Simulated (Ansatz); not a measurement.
# BPd3C (built on the sites of a database entry of AlPt3C): following an unstable mode

Aim: this structure of BPd3C (built on the sites of a database entry of AlPt3C) is to be tested for unstable modes, and one is followed downhill.

Main program and level: Ansatz 0.2.0; DFT PBEsol, scalar-relativistic, plane waves, PAW.

This is a report of a sequence of runs, with most program output left out.

The structure was built from a prototype and need not be the compound's stable phase.

## Step 1: Starting point

Symmetry: Pm-3m, No. 221, cubic system. The conventional cell has a = 4.004 Å, b = 4.004 Å, c = 4.004 Å, α = 90.00°, β = 90.00°, γ = 90.00°. B has 12 Pd at 2.83 Å nearest. Nearest to Pd lie 2 C at 2.00 Å and 8 Pd at 2.83 Å and 4 B at 2.83 Å. Nearest to C lie 6 Pd at 2.00 Å. Farther neighbours are not listed.

Coordinates:

```cif
data_structure
_symmetry_space_group_name_H-M 'P 1'
_symmetry_Int_Tables_number 1
_cell_length_a 4.0039
_cell_length_b 4.0039
_cell_length_c 4.0039
_cell_angle_alpha 90.000
_cell_angle_beta 90.000
_cell_angle_gamma 90.000
_cell_volume 64.19
loop_
_atom_site_label
_atom_site_type_symbol
_atom_site_fract_x
_atom_site_fract_y
_atom_site_fract_z
_atom_site_occupancy
B1 B 0.00000 0.00000 0.00000 1
Pd2 Pd 0.00000 0.50000 0.50000 1
Pd3 Pd 0.50000 0.00000 0.50000 1
Pd4 Pd 0.50000 0.50000 0.00000 1
C5 C 0.50000 0.50000 0.50000 1
```

## Step 2: Response at finite wavevector

The cell comes from relaxations at this level that are not shown. Stability and thermal properties need the whole zone. Linear response on a 2×2×2 q mesh gives force constants as far as a supercell of that size would.

The input, input.yaml:

```yaml
crystal:
  lattice:
    - [4.0038716247, 0.0, 0.0]
    - [0.0, 4.0038716247, 0.0]
    - [0.0, 0.0, 4.0038716247]
  atoms:
    - { symbol: B, position: [0.0, 0.0, 0.0] }
    - { symbol: Pd, position: [0.0, 0.5, 0.5] }
    - { symbol: Pd, position: [0.5, 0.0, 0.5] }
    - { symbol: Pd, position: [0.5, 0.5, 0.0] }
    - { symbol: C, position: [0.5, 0.5, 0.5] }
kpoints:
  mp_grid: { grid: [8, 8, 8] }
hamiltonian:
  xc: pbesol
scf:
  occupations: { method: methfessel_paxton, width: 0.15 }
output:
  eigenvalues: true
phonons:
  method: dfpt
  qmesh: [2, 2, 2]
  temperatures: { t_max: 1000, t_step: 50 }
  qpath:
    path:
      - [[0.0, 0.0, 0.0], [0.0, 0.5, 0.0], [0.5, 0.5, 0.0], [0.0, 0.0, 0.0], [0.5, 0.5, 0.5], [0.0, 0.5, 0.0]]
      - [[0.5, 0.5, 0.5], [0.5, 0.5, 0.0]]
    npoints: 10
```

Run with:

```
$ ansatz run input.yaml --threads 8 --pin off --max-ram 14336MiB --backend cpu --events-out ev --progress --plain --runs-dir out
```

Run time: 91 s. Hardware: 8 threads of Arm Neoverse V2, shared host; peak memory 1.1 GiB.

This step gave:

| Item | Value |
| --- | --- |
| volume per atom | 12.84 Å³ |
| gap on the k-mesh | 0 eV |
| sum-rule residual before enforcement | 6.26e-5 eV/Å² |
| lowest frequency on the path | -294.9 cm⁻¹ |
| point group | m-3m |
| highest frequency on the path or at a solved wavevector | 712.0 cm⁻¹ |
| highest optical mode at the zone centre (no LO-TO term) | 453.4 cm⁻¹ |
| lowest optical zone-centre mode | -294.9 cm⁻¹ |
| lowest mode on the q mesh (acoustic modes at Γ apart) | -294.9 cm⁻¹ |

Frequencies (cm⁻¹) solved at each irreducible wavevector; negative means imaginary. Frequencies by wavevector, by row:

```
q in reciprocal lattice units  star  mode 1  mode 2  mode 3  mode 4  mode 13  mode 14  mode 15
                        0 0 0     1  -294.9  -294.9  -294.9   -98.1    453.4    453.4    453.4
                     0 0 -0.5     3  -280.5  -280.5  -161.1    -127    458.9    458.9    688.3
                  0 -0.5 -0.5     3  -272.5  -237.6  -237.6  -135.1    466.3    704.4    704.4
               -0.5 -0.5 -0.5     1  -252.9  -252.9  -252.9  -119.2      712      712      712
```

Interpolated from a 2×2×2 q mesh, rough between the solved points. The phonon branches at the labelled points (cm⁻¹):

```csv
point,branch 1,branch 2,branch 3,branch 4,branch 12,branch 13,branch 14,branch 15
Γ,-295,-295,-295,-98,57,453,453,453
halfway,-287,-287,-240,-113,190,456,456,572
X,-280,-280,-161,-127,220,459,459,688
halfway,-277,-260,-210,-130,237,462,588,696
M,-272,-238,-238,-135,258,466,704,704
halfway,-282,-261,-240,-119,211,459,579,581
Γ,-295,-295,-295,-98,57,453,453,453
halfway,-261,-261,-246,-121,236,586,586,587
R,-253,-253,-253,-119,306,712,712,712
halfway,-262,-261,-230,-128,260,591,594,702
X,-280,-280,-161,-127,220,459,459,688
jump to R,-253,-253,-253,-119,306,712,712,712
halfway,-263,-245,-245,-127,282,597,708,708
M,-272,-238,-238,-135,258,466,704,704
```

Symmetry leaves 4 wavevectors to solve. The lowest mode among them, the acoustic zeros apart, lies at Γ and is imaginary, 294.9i cm⁻¹, so the energy falls along it.

## Step 3: The mode frozen in, largest atomic shift 0 Å

The mode followed lies at Γ with frequency 294.9i cm⁻¹ and is 3-fold degenerate, the softest among the wavevectors solved. At small amplitude the distorted cell has space group no. 160 by a symmetry search on the positions. The undistorted cell that holds it gives the zero of energy on the same k mesh.

input.yaml, the sections that differ from step 2:

```yaml
output:
  forces: true
  stress: true
  eigenvalues: true
# crystal, kpoints, hamiltonian, scf: as in step 2
# phonons: removed
```

Wall time 0.71 s (8 threads); peak memory 0.43 GiB; 4.1 s of CPU time.

Numbers from this step:

```yaml
pressure: 0.002516 GPa
energy_from_the_undistorted_cell: 0 meV/atom
```

The run ends at a pressure of 0.00 GPa.

## Step 4: The mode frozen in, largest atomic shift 0.6 Å

The atoms are moved along the unstable eigenvector, the largest shift by 0.6 Å, with the cell fixed.

input.yaml, the sections that differ from step 3:

```yaml
crystal:
  lattice:
    - [4.0038716247, 0.0, 0.0]
    - [0.0, 4.0038716247, 0.0]
    - [0.0, 0.0, 4.0038716247]
  atoms:
    - { symbol: B, position: [0.0865187983, -0.0865187983, -0.0865187983] }
    - { symbol: Pd, position: [0.0033411717, 0.5070195723, 0.5070195723] }
    - { symbol: Pd, position: [0.4929804277, -0.0033411717, 0.5070195723] }
    - { symbol: Pd, position: [0.4929804277, 0.5070195723, -0.0033411717] }
    - { symbol: C, position: [0.5169186641, 0.4830813359, 0.4830813359] }
# kpoints, hamiltonian, scf, output: as in step 3
```

Wall time 1.6 s (8 threads); peak memory 0.43 GiB.

Numbers from this step:

* pressure: 4.070 GPa
* energy from the undistorted cell: -119.7 meV/atom

The energy, extrapolated to zero smearing, is -119.67 meV/atom against the undistorted cell.

The run ends at a pressure of 4.07 GPa, with forces up to 1.3 eV/Å.

## Step 5: Energy along the mode, all amplitudes (two of the runs are shown above)

An imaginary frequency means negative curvature, so the energy should fall and then rise again as anharmonic terms take over.

This step gave:

| Property | Result |
| --- | --- |
| depth at the lowest point sampled | 119.7 meV/atom |
| largest atomic shift at that point | 0.6 Å |

The energy from the parent by largest atomic shift:

| largest atomic shift (Å) | energy from the parent (meV/atom) |
| --- | --- |
| 0.000 | 0 |
| 0.040 | -0.658 |
| 0.080 | -2.63 |
| 0.140 | -7.99 |
| 0.220 | -19.4 |
| 0.320 | -39.9 |
| 0.450 | -74.5 |
| 0.600 | -120 |

Displacement at unit largest shift by atom:

```
atom   x (Å)   y (Å)   z (Å)   size
  B1   0.577  -0.577  -0.577  0.999
 Pd2   0.022   0.047   0.047  0.070
 Pd3  -0.047  -0.022   0.047  0.070
 Pd4  -0.047   0.047  -0.022  0.070
  C5   0.113  -0.113  -0.113  0.196
```

The lowest of the steps tried is the last one, at 0.6 Å, 120 meV/atom below the parent; the bottom of the well need not coincide with a step.

## Step 6: Relaxation from the frozen mode

Starting from the lowest point found, all atoms and the cell are let go, so that strain and other modes of the same symmetry can join in.

Edit input.yaml of step 4 so:

```diff
@@ -21 +21,10 @@
   eigenvalues: true
+  write_density: true
+  write_potential: true
+  elf: true
+  volumetric_format: npy
+relax:
+  adjacent_minimum: "off"
+  f_tol: 0.002
+  max_steps: 120
+  cell: { stress_tol: 0.03 }
```

It took 24 s on 8 threads; peak memory 0.51 GiB.

Step by step:

```csv
step,energy less that of the first step (eV),largest force component (eV/Å),pressure (GPa),volume (Å³)
1,0.0000,0.7419,4.07,64.19
2,-0.3019,0.6823,-0.07,66.59
3,-0.4599,0.4388,7.17,66.95
4,-0.5333,0.1206,0.31,69.23
5,-0.5450,0.0668,-0.17,69.96
6,-0.5472,0.0123,-0.16,69.82
7,-0.5472,0.0058,-0.16,69.82
8,-0.5473,0.0018,0.00,69.75
9*,-0.5546,0.0020,0.12,69.75
10,-0.5546,0.0030,0.00,69.83
11,-0.5546,0.0005,0.00,69.83
12*,-0.5547,0.0005,0.00,69.83
```

Relaxation steps marked * repeat the geometry before them on a plane-wave basis chosen anew for their cell, so energy and pressure can jump there.

The run keeps the 6 symmetry operations that it works with, so distortions that break them were not tested.

```
conventional cell, symmetrised  before  after  change
                         a (Å)   5.662  5.869  +3.6 %
                         b (Å)   5.662  5.869  +3.6 %
                         c (Å)   6.935  7.023  +1.3 %
              volume (Å³/atom)   12.84  13.97  +8.8 %
```

The atoms that moved most (Å, as changes of fractional coordinates times the final cell):

```csv
atom,dx,dy,dz,length
B1,0.213,-0.213,-0.213,0.369
Pd3,-0.083,0.032,0.083,0.122
Pd2,-0.032,0.083,0.083,0.122
Pd4,-0.083,0.083,0.032,0.122
C5,-0.015,0.015,0.015,0.026
```

The relaxed structure:

```xyz
5
Lattice="4.1181 0.0316 0.0316 0.0316 4.1181 -0.0316 0.0316 -0.0316 4.1181" Properties=species:S:1:pos:R:3 pbc="T T T"
B     0.5639   -0.5639   -0.5639
Pd    0.0141    2.1551    2.1551
Pd    1.9630    0.0175    2.1868
Pd    1.9630    2.1868    0.0175
C     2.1441    2.0056    2.0056
```

This step gave:

```yaml
pressure: -0.003122 GPa
volume_per_atom: 13.97 Å³
```

ELF in the ac plane at fractional y = 0.487, with atoms of Pd and C within 0.2 Å of it. It is the smooth field of the valence electrons, not physical close to the nuclei.

Ten even steps from '_' (0.08) to '@' (0.72), each cell a mean:
```
......::++##++++##++::......
......::==********==........
::::......::----::......::::
++==::..::::--====--::..--==
**##==..--##@@@@@@##--::**##
++**++::++@@%%**%%@@==--****
==**++::**@@--__==@@++==**++
**##++::**@@++..++@@**--****
****--::++@@@@@@@@@@++::==**
----....--++##%%%%**--..::--
..........::------::........
__......--++++++++--....____
__....::++##****##++::..____
......::****====****::..____
```
Columns run along a (4.1 Å), rows up along c (4.1 Å). Atoms in or near the plane, at fractional coordinates: Pd at (0.00, 0.53), Pd at (0.47, 0.00), C at (0.51, 0.49).

Electrostatic potential energy in the ac plane at fractional y = 0.487, with atoms of Pd and C within 0.2 Å of it. With pseudopotentials it is smooth inside the atoms' cores, unlike the true potential.

Values in eV, 14 rows by 14 columns, each cell a mean:
```
 18  17  15  10 -13 -32 -51 -51 -31 -12  10  15  18  18
 17  16  15  12  -2 -19 -32 -31 -18  -1  13  16  17  17
 11  12  14  14  10   3  -5  -5   3  11  14  15  13  11
 -6   0   9  13  13  11   8   8  11  13  14  12   4  -3
-33 -25  -6   8  13  10   2  -2   4  10  11   3 -17 -30
-53 -41 -18   2  10   3 -24 -35 -21   1   8  -5 -31 -48
-60 -48 -22   0   8  -9 -49 -60 -48 -13   5  -8 -35 -54
-47 -37 -15   4   9  -6 -45 -59 -44 -11   7  -2 -27 -42
-21 -15   1  11  12   7 -12 -23 -12   5  12   9  -6 -18
  1   5  11  14  14  11   6   3   7  12  14  14   9   3
 14  15  15  15  11   5  -3  -2   5  11  15  16  15  15
 17  17  16  13   2 -13 -24 -24 -11   4  14  16  17  17
 18  18  16  10 -12 -31 -49 -48 -30 -10  11  16  18  18
 18  18  15   8 -17 -39 -60 -59 -37 -16   9  15  18  18
```
Columns run along a (4.1 Å; values clipped at the 3rd and 97th percentile), rows up along c (4.1 Å). Atoms in or near the plane, at fractional coordinates: Pd at (0.00, 0.53), Pd at (0.47, 0.00), C at (0.51, 0.49).

Valence density in the ac plane at fractional y = 0.487, with atoms of Pd and C within 0.2 Å of it. It is the smooth field of the valence electrons, not physical close to the nuclei.

Ten even steps from '_' (0 e/Å³) to '@' (13 e/Å³), each cell a mean:
```
________..++%%%%==..________
__________::====::__________
____________________________
..__________________________
++--..__________________::==
@@**::________..______..==%%
@@##::______......____..++%%
##++..______......______--**
::..__________..________..::
____________________________
____________________________
__________..----..__________
________..++%%##==..________
________::**@@@@**::________
```
Columns run along a (4.1 Å), rows up along c (4.1 Å). Atoms in or near the plane, at fractional coordinates: Pd at (0.00, 0.53), Pd at (0.47, 0.00), C at (0.51, 0.49).

The distorted start has space group R3m; the relaxation ends in R3m.

## Step 7: The new phase in its own primitive cell

The relaxed structure is symmetrised, reduced to its primitive cell and relaxed tightly, as its phonons need.

The input, input.yaml:

```yaml
crystal:
  lattice:
    - [2.9342975608, 1.6941174866, 2.3410792326]
    - [-2.9342975608, 1.6941174866, 2.3410792326]
    - [0.0, -3.3882349733, 2.3410792326]
  atoms:
    - { symbol: B, position: [0.1390685745, 0.1390685745, 0.1390685745] }
    - { symbol: Pd, position: [0.4725813991, 0.4725813991, 0.9953313066] }
    - { symbol: Pd, position: [0.9953313066, 0.4725813991, 0.4725813991] }
    - { symbol: Pd, position: [0.4725813991, 0.9953313066, 0.4725813991] }
    - { symbol: C, position: [0.5131768101, 0.5131768101, 0.5131768101] }
kpoints:
  mp_grid: { grid: [9, 9, 9] }
hamiltonian:
  xc: pbesol
scf:
  occupations: { method: methfessel_paxton, width: 0.15 }
output:
  forces: true
  stress: true
  eigenvalues: true
relax:
  adjacent_minimum: "off"
  f_tol: 0.001
  max_steps: 60
  cell: { stress_tol: 0.01 }
```

Wall time 16 s (8 threads); peak memory 0.54 GiB; 1.9 min of CPU time.

Relaxation path:

| step | energy less that of the first step (eV) | largest force component (eV/Å) | pressure (GPa) | volume (Å³) |
| --- | --- | --- | --- | --- |
| 1 | 0.0000 | 0.0186 | 0.01 | 69.83 |
| 2 | -0.0001 | 0.0126 | -0.04 | 69.87 |
| 3 | -0.0002 | 0.0096 | 0.00 | 69.88 |
| 4 | -0.0002 | 0.0063 | 0.00 | 69.89 |
| 5 | -0.0002 | 0.0035 | 0.02 | 69.88 |
| 6 | -0.0002 | 0.0002 | 0.00 | 69.89 |
| 7* | -0.0003 | 0.0002 | 0.00 | 69.89 |

Relaxation steps marked * repeat the geometry before them on a plane-wave basis chosen anew for their cell, so energy and pressure can jump there.

Forces are held to the 6 operations that the run works with; a distortion that breaks them can't arise in this run.

| conventional cell, symmetrised | before | after | change |
| --- | --- | --- | --- |
| a (Å) | 5.869 | 5.861 | -0.1 % |
| b (Å) | 5.869 | 5.861 | -0.1 % |
| c (Å) | 7.023 | 7.049 | +0.4 % |
| volume (Å³/atom) | 13.97 | 13.98 | +0.1 % |

Final coordinates:

```xyz
5
Lattice="2.9303 1.6918 2.3497 -2.9303 1.6918 2.3497 0.0000 -3.3836 2.3497" Properties=species:S:1:pos:R:3 pbc="T T T"
B     0.0000    0.0000    0.9871
Pd    0.0000   -1.7667    4.5593
Pd    1.5300    0.8833    4.5593
Pd   -1.5300    0.8833    4.5593
C     0.0000    0.0000    3.6113
```

Numbers from this step:

| Item | Value |
| --- | --- |
| pressure | 1.71e-4 GPa |
| volume per atom | 13.98 Å³ |

The largest force component left is 0.20 meV/Å and the pressure is 0.000 GPa, within the tolerances set. The cell now holds 13.98 Å³/atom.

## Step 8: Modes of the new phase, k-mesh 9×9×9

A relaxed structure may still be a saddle point, so its zone-centre modes are computed. No field response is asked, since the mesh shows no gap.

The input, input.yaml:

```yaml
crystal:
  lattice:
    - [2.9302715832, 1.6917930873, 2.3496659246]
    - [-2.9302715832, 1.6917930873, 2.3496659246]
    - [0.0, -3.3835861747, 2.3496659246]
  atoms:
    - { symbol: B, position: [0.1400372769, 0.1400372769, 0.1400372769] }
    - { symbol: Pd, position: [0.4727548185, 0.4727548185, 0.9948810917] }
    - { symbol: Pd, position: [0.9948810917, 0.4727548185, 0.4727548185] }
    - { symbol: Pd, position: [0.4727548185, 0.9948810917, 0.4727548185] }
    - { symbol: C, position: [0.5123114839, 0.5123114839, 0.5123114839] }
kpoints:
  mp_grid: { grid: [9, 9, 9] }
hamiltonian:
  xc: pbesol
scf:
  occupations: { method: methfessel_paxton, width: 0.15 }
output:
  eigenvalues: true
phonons:
  method: dfpt
```

Elapsed: 55 s, on 8 threads; peak memory 1.7 GiB; 6.7 min of CPU time.

Numbers from this step:

```
sum-rule residual before enforcement                    : 2.38e-5 eV/Å²
point group                                             : 3m
highest optical mode at the zone centre (no LO-TO term) : 514.8 cm⁻¹
lowest optical zone-centre mode                         : -67.19 cm⁻¹
```

Patterns of degenerate modes are one choice out of their space. The modes at Γ (shares of kinetic energy by element, %) (negative means imaginary):

```csv
mode,frequency (cm⁻¹),symmetry,B %,Pd %,C %
1,-67.2,E,13,86,1
2,-67.2,E,13,86,1
3,0.0,acoustic,3,93,4
4,0.0,acoustic,3,93,4
5,0.0,acoustic,3,93,4
6,51.0,A2,0,100,0
7,137.5,E,0,93,7
8,137.5,E,0,93,7
9,158.2,A1,8,84,8
10,379.6,E,82,17,0
11,379.6,E,82,17,0
12,473.0,A1,57,16,27
13,485.5,A1,31,7,62
14,514.8,E,2,10,88
15,514.8,E,2,10,88
```

Displacements in mode 1 (-67.2 cm⁻¹), the largest set to 1:
```
B1  -1.00  0.12  0.00
Pd2  0.45  0.04  0.04
Pd3 -0.12 -0.38  0.29
Pd4 -0.20  0.32 -0.33
C5  -0.29  0.03  0.00
```

Displacements in mode 14 (514.8 cm⁻¹), the largest set to 1:
```
B1  -0.15  0.00  0.00
Pd2  0.01  0.00  0.00
Pd3 -0.05 -0.04 -0.05
Pd4 -0.05  0.04  0.05
C5   1.00  0.00  0.00
```

Before it was imposed, the acoustic sum rule was missed by 2.4e-5 eV/Å². Small misses are needed for a sound result but don't prove that mesh and cutoff are converged. The lowest optical mode is imaginary, 67.2i cm⁻¹, so the energy falls along it.

## Step 9: Results

```
unstable mode of the parent                                                      : q = (0, 0, 0), 295i cm⁻¹
depth at the lowest point sampled                                                : 120 meV/atom
largest atomic shift at that point                                               : 0.6 Å
space group reached (within 0.01 Å)                                              : R3m
energy gained over the parent (first relaxation, on the mesh of the frozen mode) : 230 meV/atom
volume per atom, phase reached                                                   : 14.0 Å³
lowest optical zone-centre mode, phase reached                                   : -67.2 cm⁻¹
highest optical mode at the zone centre (no LO-TO term), phase reached           : 515 cm⁻¹
```

**Reading.** Along this mode the structure falls into R3m, 230 meV/atom below the parent. At the parent's cell the well is 119.7 meV/atom deep on the steps tried, with its lowest point at a shift of 0.6 Å. That is the last step tried, so the steps alone don't bracket the bottom of the well. Relaxing atoms and cell changes the gain by +110.50 meV/atom against the lowest step (energies at zero smearing). The new phase still has an imaginary mode at the zone centre of its cell, so it is a saddle point on the way to a lower structure. Of the 6 patterns followed to their end from this parent, this one ends 263 meV/atom above the lowest, Amm2. Another end point lies within 1 meV/atom; how such a difference moves with mesh and cutoff was not tested. Each path keeps the symmetry of its pattern, so a lower phase may lie along a pattern not tried. The q mesh stands for a supercell only 8.0 Å across, so branches between the solved wavevectors are rough. With no gap, or one that is small against the smearing, the frequencies hang on the k mesh and the smearing, most of all near Kohn anomalies. The phonon runs are without spin polarisation, although the cell has an odd electron count. A phonon run warned that its eigensolver left some bands unconverged in a pass. The starting cell was built on a prototype and not taken from a measurement, so the phase need not exist.

[Logs are printed without paths, hosts, clocks, repeated set-up lines and the standing remarks that a program may print on its own settings, such as how far it seeks lower states.]

[Hosts, paths, dates, database ids (printed as entryN), source tags and the programs' standing remarks are cut or masked in the printed files.]
